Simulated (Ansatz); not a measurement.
# Cs on Au(111): change of the work function, part 2 of 2

How does one ordered layer of Cs (fcc site) change the work function of Au(111), and what dipole does each adsorbate carry?

Ansatz 0.2.0; plane-wave DFT, PBE, Ansatz PAW.

So far, work function, upper face (eV): step 2 (the clean slab) 5.16.

## Step 3: The covered slab

System of this step: Cs/Au(111). The cell holds 17 atoms: 16 Au and 1 Cs. Cell: a = 5.770 Å, b = 5.770 Å, c = 28.834 Å, α = 90.0°, β = 90.0°, γ = 60.0°. Vacuum lies along c.

The clean slab as it ended is repeated in the plane and the adsorbate is set on one face; the cell's size fixes the coverage, and the k-mesh shrinks with it to keep the sampling density about even. Adsorbate and upper layers relax, since the dipole depends on the height.

input.yaml

```yaml
crystal:
  lattice:
    - [5.7699913344, 0.0, 0.0]
    - [2.8849956672, 4.9969590752, 0.0]
    - [0.0, 0.0, 28.833980796]
  atoms:
    - { symbol: Au, position: [0.0, 0.0, 0.3121317193] }
    - { symbol: Au, position: [0.1666666667, 0.1666666667, 0.3938266165] }
    - { symbol: Au, position: [0.3333333333, 0.3333333333, 0.4783451392] }
    - { symbol: Au, position: [0.0, 0.0, 0.5650308685] }
    - { symbol: Au, position: [0.0, 0.5, 0.3121317193] }
    - { symbol: Au, position: [0.1666666667, 0.6666666667, 0.3938266165] }
    - { symbol: Au, position: [0.3333333333, 0.8333333333, 0.4783451392] }
    - { symbol: Au, position: [0.0, 0.5, 0.5650308685] }
    - { symbol: Au, position: [0.5, 0.0, 0.3121317193] }
    - { symbol: Au, position: [0.6666666667, 0.1666666667, 0.3938266165] }
    - { symbol: Au, position: [0.8333333333, 0.3333333333, 0.4783451392] }
    - { symbol: Au, position: [0.5, 0.0, 0.5650308685] }
    - { symbol: Au, position: [0.5, 0.5, 0.3121317193] }
    - { symbol: Au, position: [0.6666666667, 0.6666666667, 0.3938266165] }
    - { symbol: Au, position: [0.8333333333, 0.8333333333, 0.4783451392] }
    - { symbol: Au, position: [0.5, 0.5, 0.5650308685] }
    - { symbol: Cs, position: [0.1666666667, 0.1666666667, 0.6878682807] }
kpoints:
  mp_grid: { grid: [6, 6, 1] }
hamiltonian:
  xc: pbe
scf:
  occupations: { method: fermi_dirac, width: 0.1 }
  convergence: { dr2_threshold: 1.0e-08 }
efield:
  axis: 3
  dipole_correction: true
  ramp_position: 0.97
  ramp_width: 0.06
relax:
  f_tol: 0.02
  max_steps: 60
  constraints: [{ sites: [0, 1, 4, 5, 8, 9, 12, 13] }]
output:
  dos: { projected: true, e_range: [-8, 4] }
  write_potential: true
  write_density: true
  volumetric_format: npy
  elf: true
```

Command:

```
$ ansatz run input.yaml --threads 4 --pin off --max-ram 6144MiB --backend cpu --events-out ev --progress --plain --runs-dir out
```

Log:

```text
[...]
Crystal: 17 atoms, lattice volume = 831.353 Å³
Basis set: ecut = 420 eV, 16309 PW (Γ), exchange–correlation on 80×80×400 points (8 copies of the dense FFT grid, shifted against one another)
Bands: 188, of which v1, the nominal top of the filled ones, is band 157 counted from 1 (156 counted from 0)
Symmetry: 6 space group operations
[...]
k-points: 7 of 36 (time reversal used)
[...]
SCF iter   1: F=—  HF=-216058.608545 eV  |F-HF|=—  |Δ(HF+E_count)|=         —  Δρ=2.84e-3  dr2=2.14e0  ethr=1.77e-3  p=0.476 e·Å  D=1.04e-1 V/Å  ΔV_dip=-2.99 eV  dr2_dipole=2.02e-1  V_vac-E_F(+/−)=1.65/4.64 eV  ⟨swp⟩=7.0  Hψ=5349  notcnv=0  defer=66
[...]
SCF iter  11: F=-216058.543416 eV  HF=-216058.543416 eV  |F-HF|=5.03e-9  |Δ(HF+E_count)|=   1.07e-8  Δρ=4.06e-7  dr2=7.37e-9  ethr=3.19e-12  p=0.491 e·Å  D=1.07e-1 V/Å  ΔV_dip=-3.08 eV  dr2_dipole=9.70e-10  V_vac-E_F(+/−)=2.05/5.13 eV  ⟨swp⟩=16.1  Hψ=10045  notcnv=0
SCF 1 converged in 11 iterations: F = -216058.543416 eV  dr2 = 7.37e-9
[...]
relax step   1: F+E_penalty+E_count = -216058.54341623 eV  Δ(F+E_penalty+E_count) = +0.000e0 eV  max|allowed force component| = 5.459e-1 eV/Å  Δτ_max = 0.0000 Å  (11 SCF iters, accepted)
[...]
SCF iter   1: F=—  HF=-216058.610047 eV  |F-HF|=—  |Δ(HF+E_count)|=         —  Δρ=1.82e-3  dr2=3.17e-2  ethr=7.31e-6  p=0.491 e·Å  D=1.07e-1 V/Å  ΔV_dip=-3.08 eV  dr2_dipole=6.71e-4  V_vac-E_F(+/−)=2.07/5.15 eV  ⟨swp⟩=2.7  Hψ=4577  notcnv=0  defer=99
[...]
eigensolver tolerance schedule calibrated: the retry pair's looser diagonalisation under-reported the residual by θ = 0.28 (0.11/decade); ethr = c·dr2/N_el runs at the constant in force after the calibration composes with the one it found (an armed cap, an earlier calibration), c = 8.9e-2
[...]
SCF iter   2: F=—  HF=-216058.609897 eV  |F-HF|=—  |Δ(HF+E_count)|=   1.50e-4  Δρ=1.15e-3  dr2=3.83e-2  ethr=7.31e-6  p=0.496 e·Å  D=1.08e-1 V/Å  ΔV_dip=-3.12 eV  dr2_dipole=3.60e-3  V_vac-E_F(+/−)=2.03/5.15 eV  ⟨swp⟩=2.0  Hψ=2288  notcnv=0  defer=99
[...]
SCF iter  10: F=-216058.602398 eV  HF=-216058.602398 eV  |F-HF|=1.92e-9  |Δ(HF+E_count)|=   1.09e-8  Δρ=3.63e-7  dr2=2.59e-9  ethr=2.84e-12  p=0.500 e·Å  D=1.09e-1 V/Å  ΔV_dip=-3.14 eV  dr2_dipole=4.12e-10  V_vac-E_F(+/−)=2.00/5.14 eV  ⟨swp⟩=14.1  Hψ=8909  notcnv=0
SCF 2 converged in 10 iterations: F = -216058.602398 eV  dr2 = 2.59e-9
[...]
relax step   2: F+E_penalty+E_count = -216058.60239811 eV  Δ(F+E_penalty+E_count) = -5.898e-2 eV  max|allowed force component| = 5.265e-1 eV/Å  Δτ_max = 0.1017 Å  (10 SCF iters, accepted)
SCF iter   1: F=—  HF=-216058.705393 eV  |F-HF|=—  |Δ(HF+E_count)|=         —  Δρ=1.25e-3  dr2=2.20e-2  ethr=2.07e-4  p=0.500 e·Å  D=1.09e-1 V/Å  ΔV_dip=-3.14 eV  dr2_dipole=6.28e-3  V_vac-E_F(+/−)=2.01/5.16 eV  ⟨swp⟩=4.7  Hψ=3046  notcnv=0  defer=89
[...]
SCF iter  10: F=-216058.701931 eV  HF=-216058.701931 eV  |F-HF|=4.37e-10  |Δ(HF+E_count)|=   3.11e-9  Δρ=1.78e-7  dr2=1.21e-9  ethr=3.19e-12  p=0.524 e·Å  D=1.14e-1 V/Å  ΔV_dip=-3.29 eV  dr2_dipole=3.75e-10  V_vac-E_F(+/−)=1.87/5.16 eV  ⟨swp⟩=13.7  Hψ=8765  notcnv=0
SCF 3 converged in 10 iterations: F = -216058.701931 eV  dr2 = 1.21e-9
relax step   3: F+E_penalty+E_count = -216058.70193149 eV  Δ(F+E_penalty+E_count) = -9.953e-2 eV  max|allowed force component| = 3.280e-1 eV/Å  Δτ_max = 0.1967 Å  (10 SCF iters, accepted)
[...]
relax step   4: F+E_penalty+E_count = -216058.74015956 eV  Δ(F+E_penalty+E_count) = -3.823e-2 eV  max|allowed force component| = 6.234e-2 eV/Å  Δτ_max = 0.1965 Å  (11 SCF iters, accepted)
SCF iter   1: F=—  HF=-216058.748805 eV  |F-HF|=—  |Δ(HF+E_count)|=         —  Δρ=1.23e-3  dr2=1.22e-2  ethr=1.53e-5  p=0.551 e·Å  D=1.20e-1 V/Å  ΔV_dip=-3.46 eV  dr2_dipole=9.36e-4  V_vac-E_F(+/−)=1.70/5.16 eV  ⟨swp⟩=4.7  Hψ=3539  notcnv=0  defer=98
[...]
SCF iter  10: F=-216058.745158 eV  HF=-216058.745158 eV  |F-HF|=4.95e-10  |Δ(HF+E_count)|=   4.25e-9  Δρ=2.67e-7  dr2=2.72e-9  ethr=3.19e-12  p=0.553 e·Å  D=1.20e-1 V/Å  ΔV_dip=-3.47 eV  dr2_dipole=6.86e-10  V_vac-E_F(+/−)=1.69/5.16 eV  ⟨swp⟩=13.6  Hψ=8508  notcnv=0
SCF 5 converged in 10 iterations: F = -216058.745158 eV  dr2 = 2.72e-9
[...]
relax step   5: F+E_penalty+E_count = -216058.74515823 eV  Δ(F+E_penalty+E_count) = -4.999e-3 eV  max|allowed force component| = 8.784e-3 eV/Å  Δτ_max = 0.0463 Å  (10 SCF iters, accepted)
NSCF: frozen V_eff on 7 k-points
[...]
WARN: The output density's exchange-correlation potential varies sharply where the density is thin. Do not read a vacuum level from v_tot or v_xc, or from such a field of the output density. On a cell that repeats whose density bears no net charge and no dipole along the vacuum's axis use v_es (v_loc + v_h of the components); under efield.dipole_correction with no amplitude use v_es + v_field, which holds any externa [...]
SCF converged after 10 iterations
Free energy (F): -216058.745158 eV
[...]
Internal energy: -216058.433048 eV  (E = F + TS)
E sigma→0 (E₀):  -216058.589103 eV
Entropy (-TS):   -0.312110 eV (-18.359 meV/atom)
Fermi energy:    5.128498 eV
Dipole field:    D = 0.120244 V/Å  (p = 0.552443 e·Å, saw-weighted, corrected)
Work function:   Φ+ = 1.6894 eV   Φ− = 5.1566 eV
[...]
--- Forces (eV/Å), atoms counted from 1 ---
  atom   1  Au     0.00779940     0.00450299    -0.49672576
  atom   2  Au     0.00000000     0.00000000     0.51557377
  atom   3  Au     0.00302999     0.00174936    -0.00154630
  atom   4  Au     0.00073149     0.00042233    -0.00878359
  atom   5  Au    -0.00000000    -0.00900597    -0.49672576
  atom   6  Au     0.03494928    -0.02017798     0.49904960
  atom   7  Au    -0.00000000    -0.00349873    -0.00154630
  atom   8  Au     0.00000000    -0.00084466    -0.00878359
  atom   9  Au    -0.00779940     0.00450299    -0.49672576
  atom  10  Au     0.00000000     0.04035595     0.49904960
  atom  11  Au    -0.00302999     0.00174936    -0.00154630
  atom  12  Au    -0.00073149     0.00042233    -0.00878359
  atom  13  Au    -0.00000000     0.00000000    -0.50472589
  atom  14  Au    -0.03494928    -0.02017798     0.49904960
  atom  15  Au     0.00000000    -0.00000000     0.00766636
  atom  16  Au     0.00000000    -0.00000000    -0.00055259
  atom  17  Cs     0.00000000     0.00000000     0.00593303
  max |Σ_I F_I| component: 1.23e-4 eV/Å
--- Band table (eV; the first three rows and the last of 7) ---
  k-point 0: bands = [... 153 lower, 5.0905, 5.0977, 5.0977, 5.3957, 6.0031, 6.0349, 6.0349, 6.3311, ... 27 higher]
  k-point 1: bands = [... 153 lower, 4.2178, 5.1155, 5.1253, 5.1352, 5.3815, 5.6087, 5.6554, 5.7548, ... 27 higher]
  k-point 2: bands = [... 153 lower, 4.1564, 4.6305, 5.1325, 5.1337, 5.6103, 5.6234, 5.7112, 6.2462, ... 27 higher]
  k-point 6: bands = [... 153 lower, 3.0061, 3.9317, 3.9459, 4.0274, 5.7847, 5.8408, 5.8836, 6.6785, ... 27 higher]
--- Relaxed structure (5 steps of the walk, 5 accepted, 0 SCFs on fresh bases) ---
  F+E_penalty+E_count = -216058.74515823 eV   max|allowed force component| = 8.784e-3 eV/Å
  atoms:
    - { symbol: Au, position: [-1.795949e-17, -1.795949e-17, 0.312132] }
    - { symbol: Au, position: [0.166667, 0.166667, 0.393827] }
    - { symbol: Au, position: [0.333772, 0.333772, 0.479190] }
    - { symbol: Au, position: [-0.00132467, -0.00132467, 0.566423] }
    - { symbol: Au, position: [2.775558e-17, 0.500000, 0.312132] }
    - { symbol: Au, position: [0.166667, 0.666667, 0.393827] }
    - { symbol: Au, position: [0.333772, 0.832455, 0.479190] }
    - { symbol: Au, position: [-0.00132467, 0.502649, 0.566423] }
    - { symbol: Au, position: [0.500000, -1.795949e-17, 0.312132] }
    - { symbol: Au, position: [0.666667, 0.166667, 0.393827] }
    - { symbol: Au, position: [0.832455, 0.333772, 0.479190] }
    - { symbol: Au, position: [0.502649, -0.00132467, 0.566423] }
    - { symbol: Au, position: [0.500000, 0.500000, 0.312132] }
    - { symbol: Au, position: [0.666667, 0.666667, 0.393827] }
    - { symbol: Au, position: [0.833333, 0.833333, 0.477788] }
    - { symbol: Au, position: [0.500000, 0.500000, 0.571997] }
    - { symbol: Cs, position: [0.166667, 0.166667, 0.671359] }
```

It took 58 s on 4 threads of AMD EPYC 9R45, shared host; peak memory 3.6 GiB; 3.8 min of CPU time.

The steps of the relaxation:

```csv
step,energy less that of the first step (eV),largest force component (eV/Å)
1,0.0000,0.5459
2,-0.0590,0.5264
3,-0.1585,0.3280
4,-0.1967,0.0623
5,-0.2017,0.0088
```

The run keeps the 6 symmetry operations that the program found, so distortions that break them were not tested.

The atoms that moved most (Å):

```
atom      dx      dy      dz  length
Cs17   0.000   0.000  -0.476   0.476
Au16   0.000   0.000   0.201   0.201
 Au4  -0.011  -0.007   0.040   0.042
Au12   0.011  -0.007   0.040   0.042
 Au8   0.000   0.013   0.040   0.042
 Au7   0.000  -0.004   0.024   0.025
Au11  -0.004   0.002   0.024   0.025
 Au3   0.004   0.002   0.024   0.025
```

Final coordinates:

```xyz
17
Lattice="5.7700 0.0000 0.0000 2.8850 4.9970 0.0000 0.0000 0.0000 28.8340" Properties=species:S:1:pos:R:3
Au    0.0000    0.0000    9.0000
Au    1.4425    0.8328   11.3556
Au    2.8888    1.6678   13.8170
Au   -0.0115   -0.0066   16.3322
Au    1.4425    2.4985    9.0000
Au    2.8850    3.3313   11.3556
Au    4.3275    4.1597   13.8170
Au    1.4425    2.5117   16.3322
Au    2.8850    0.0000    9.0000
Au    4.3275    0.8328   11.3556
Au    5.7662    1.6678   13.8170
Au    2.8965   -0.0066   16.3322
Au    4.3275    2.4985    9.0000
Au    5.7700    3.3313   11.3556
Au    7.2125    4.1641   13.7765
Au    4.3275    2.4985   16.4930
Cs    1.4425    0.8328   19.3580
```

This step gave:

* energy at zero smearing: -216058.5891 eV
* work function, upper face: 1.689 eV
* work function, lower face: 5.157 eV
* dipole along the normal: 0.5524 e·Å
* step between the vacuum levels: -3.467 eV

Running mean over 2.356 Å of the planar mean; the ramp of the sawtooth is left out. Table of electron's electrostatic potential energy less the Fermi level by z:

```
z (Å)  electron's electrostatic potential energy less the Fermi level (eV)
  3.5                                                                 5.16
  4.0                                                                 5.16
  4.5                                                                 5.16
  5.0                                                                 5.15
  5.5                                                                 5.14
  6.0                                                                 5.09
  6.5                                                                 4.91
  7.0                                                                 4.08
  7.5                                                                 1.14
  8.0                                                                -3.40
  8.5                                                                -7.03
  9.0                                                                -8.24
  9.5                                                                -8.51
 10.0                                                                -8.61
 10.5                                                                -8.66
 11.0                                                                -8.69
 11.5                                                                -8.61
 12.0                                                                -8.16
 12.5                                                                -7.82
 13.0                                                                -7.96
 13.5                                                                -8.41
 14.0                                                                -8.38
 14.5                                                                -7.49
 15.0                                                                -6.74
 15.5                                                                -7.03
 16.0                                                                -7.99
 16.5                                                                -8.11
 17.0                                                                -6.75
 17.5                                                                -3.58
 18.0                                                               -0.727
 18.5                                                               -0.118
 19.0                                                               -0.999
 19.5                                                                -1.57
 20.0                                                                -1.37
 20.5                                                               -0.620
 21.0                                                                0.300
 21.5                                                                 1.01
 22.0                                                                 1.33
 22.5                                                                 1.48
 23.0                                                                 1.57
 23.5                                                                 1.62
 24.0                                                                 1.65
 24.5                                                                 1.67
 25.0                                                                 1.68
 25.5                                                                 1.68
```

The density of states has structure finer than the step of the table below, so its rows give means over 0.25 eV. Peaks (eV: height): -4.690: 56.4, -4.540: 60.7, -4.150: 64.3, -4.030: 63.5, -3.520: 61.4, -2.260: 59.0, -2.050: 54.7.

The density of states by energy, zero at the Fermi level; means over each step:

```csv
energy (eV),density of states (states/eV a cell)
-7.75,2.90
-7.50,2.12
-7.25,3.18
-7.00,3.68
-6.75,9.64
-6.50,15.3
-6.25,19.2
-6.00,34.0
-5.75,26.1
-5.50,19.9
-5.25,28.1
-5.00,27.6
-4.75,35.5
-4.50,35.2
-4.25,46.4
-4.00,43.2
-3.75,32.5
-3.50,37.9
-3.25,36.0
-3.00,37.6
-2.75,45.9
-2.50,31.4
-2.25,42.0
-2.00,39.5
-1.75,17.3
-1.50,6.46
-1.25,6.17
-1.00,6.60
-0.75,3.25
-0.50,3.37
-0.25,3.25
0.00,11.5
0.25,4.50
0.50,7.18
0.75,7.53
1.00,4.34
1.25,4.16
1.50,11.7
1.75,11.4
```

Projected DOS per atom over height of the atomic layer and energy from the Fermi level. Layers: Au4 Au4 Au4 Au4 Cs from below.

Ten even steps from '0' (0.01 states/eV) to '9' (3.31 states/eV), each cell a mean:
```
00001
00000
00002
00001
11101
00000
10010
11100
56530
77660
85690
64680
74470
98790
57760
44650
34440
47540
24310
12100
00000
00000
```
Columns: height of the atomic layer (Å) from 9 to 19.4 (not evenly spaced); rows upwards: energy from the Fermi level (eV) from -7.96 to 1.95.

ELF in the ca plane at fractional y = 0.167, with atoms of Au and Cs within 0.2 Å of it. It is the smooth field of the valence electrons, not physical close to the nuclei.

Values, 8 rows by 16 columns, each cell a mean:
```
0.21 0.22 0.19 0.31 0.36 0.21 0.38 0.30 0.14 0.55 0.44 0.07 0.05 0.12 0.07 0.02
0.22 0.44 0.30 0.23 0.26 0.17 0.28 0.24 0.10 0.04 0.04 0.03 0.10 0.14 0.07 0.02
0.27 0.64 0.42 0.20 0.18 0.12 0.20 0.20 0.11 0.02 0.01 0.06 0.16 0.14 0.06 0.02
0.23 0.46 0.32 0.23 0.25 0.17 0.27 0.24 0.10 0.04 0.03 0.03 0.11 0.14 0.07 0.02
0.21 0.22 0.19 0.31 0.36 0.21 0.38 0.30 0.13 0.51 0.41 0.06 0.05 0.12 0.07 0.02
0.22 0.44 0.30 0.23 0.26 0.17 0.27 0.22 0.42 0.79 0.80 0.23 0.04 0.10 0.07 0.02
0.27 0.64 0.43 0.19 0.18 0.12 0.20 0.17 0.57 0.26 0.76 0.34 0.04 0.10 0.08 0.02
0.23 0.46 0.32 0.22 0.25 0.17 0.26 0.22 0.44 0.76 0.81 0.25 0.04 0.10 0.07 0.02
```
Columns run along c (16.0 Å, from fractional 0.34 to 0.90 of the cell), rows up along a (5.8 Å). Atoms in or near the plane, at fractional coordinates: Au at (0.39, 0.17), Au at (0.39, 0.67), Cs at (0.67, 0.17).

Electrostatic potential energy in the ca plane at fractional y = 0.167, with atoms of Au and Cs within 0.2 Å of it. With pseudopotentials it is smooth inside the atoms' cores, unlike the true potential.

Ten even steps from '0' (-38 eV) to '9' (9 eV), each cell a mean:
```
89998899975458997546899988788999999999999999
89988899975458997546899999999999999999999999
99854479987679998778999999999999999999999999
98500038999899999999999999999999999999999999
98300017999999999999999999999999999999999999
98300017999999999999999999999999999999999999
98631258998889999888999999999999999999999999
89877789986568998657999999999999999999999999
89998999975358997546899998888999999999999999
89877789986568998657999976567899999999999999
98631158998889999888999853335789999999999999
98300017999999999999999634443689999999999999
98200017999999999999998634443689999999999999
98500038999899999999999743434789999999999999
99854579987779998778999864446899999999999999
```
Columns run along c (16.0 Å, from fractional 0.34 to 0.90 of the cell; values clipped at the 3rd and 97th percentile), rows up along a (5.8 Å). Atoms in or near the plane, at fractional coordinates: Au at (0.39, 0.17), Au at (0.39, 0.67), Cs at (0.67, 0.17).

Valence density in the ca plane at fractional y = 0.167, with atoms of Au and Cs within 0.2 Å of it. It is the smooth field of the valence electrons, not physical close to the nuclei.

Values in units of 1e0 e/Å³, 8 rows by 16 columns, each cell a mean:
```
0.3 0.3 0.2 0.7 1.1 0.3 1.3 0.4 0.1 0.2 0.1 0.0 0.0 0.0 0.0 0.0
0.4 2.9 1.0 0.4 0.5 0.2 0.5 0.2 0.0 0.0 0.0 0.0 0.0 0.0 0.0 0.0
0.7 9.7 3.2 0.2 0.2 0.1 0.2 0.1 0.0 0.0 0.0 0.0 0.0 0.0 0.0 0.0
0.4 3.3 1.1 0.3 0.4 0.2 0.5 0.2 0.0 0.0 0.0 0.0 0.0 0.0 0.0 0.0
0.3 0.3 0.2 0.7 1.1 0.3 1.3 0.4 0.1 0.2 0.1 0.0 0.0 0.0 0.0 0.0
0.4 2.9 1.0 0.4 0.5 0.2 0.5 0.2 0.3 0.9 0.5 0.0 0.0 0.0 0.0 0.0
0.7 9.7 3.2 0.2 0.2 0.1 0.2 0.1 0.5 0.6 0.8 0.1 0.0 0.0 0.0 0.0
0.4 3.4 1.2 0.3 0.4 0.2 0.5 0.2 0.3 0.9 0.6 0.0 0.0 0.0 0.0 0.0
```
Columns run along c (16.0 Å, from fractional 0.34 to 0.90 of the cell), rows up along a (5.8 Å). Atoms in or near the plane, at fractional coordinates: Au at (0.39, 0.17), Au at (0.39, 0.67), Cs at (0.67, 0.17).

The relaxation took 5 steps and lowered the energy by 0.20 eV; the largest force on the free atoms ends at 0.0088 eV/Å.

By hand: a sheet of dipoles makes a step −p/(ε₀A) in the electron's potential. With e/ε₀ = 180.95 V·Å, p = 0.5524 e·Å and A = 28.83 Å², that is −180.95 × (0.5524) / 28.83 = -3.467 eV, and the two vacuum levels of the run differ by -3.467 eV.

The covered face has 1.69 eV, -3.47 eV against the clean one; the bare back face has moved by +0.07 eV, a measure of how thin the slab is.

## Step 4: Work function against coverage

This step: plane-wave DFT, PBE, Ansatz PAW; work function against coverage (Ansatz 0.2.0).

The runs are now put side by side.

This step gave:

```
work function of the clean face     : 5.161 eV
largest change of the work function : -3.472 eV
```

Work function of the covered face against coverage:

```csv
coverage (adsorbates/nm²),work function of the covered face (eV)
0.00,5.16
3.47,1.69
```

The dipole per adsorbate comes from the change of the cell's dipole. Coverage, by row:

```csv
coverage (1/nm²),coverage (ML),work function (eV),change (eV),"dipole per adsorbate, positive end outwards (debye)",mean height of the added atoms over the highest substrate atom (Å)
3.468,0.25,1.689,-3.472,2.708,2.865
```

## Step 5: Outcome

```
work function of the clean face                        : 5.16 eV
work function at 0.25 ML                               : 1.69 eV
dipole per adsorbate at 0.25 ML, positive end outwards : 2.71 D
```

**Reading.** Cs lowers the work function of Au(111) at the lowest coverage, by 3.47 eV: the adsorbate layer has its positive end outwards. One coverage alone was completed, so no trend follows. The slab has 4 layers, at the tabulated experimental lattice constant, one starting site was run, and quantum-size effects of a slab this thin can reach one or two tenths of an eV.

[Long decimals in the printed logs are rounded to 6 places.]

[Logs are printed without paths, hosts, clocks, repeated set-up lines and the standing remarks that a program may print on its own settings, such as how far it seeks lower states.]

[Hosts, paths, dates, database ids (printed as entryN), source tags and the programs' standing remarks are cut or masked in the printed files.]

[Maps of the electrostatic potential energy from Ansatz leave out the sawtooth potential of an applied field or a dipole correction, so their vacuum need not be flat; planar profiles and work functions include it.]

[The density of states shown here was stored with 400 of the rows of the run's finer table, so its peaks can read low, often by over a quarter, or be missed, and its means over a window can be off by a tenth or more.]
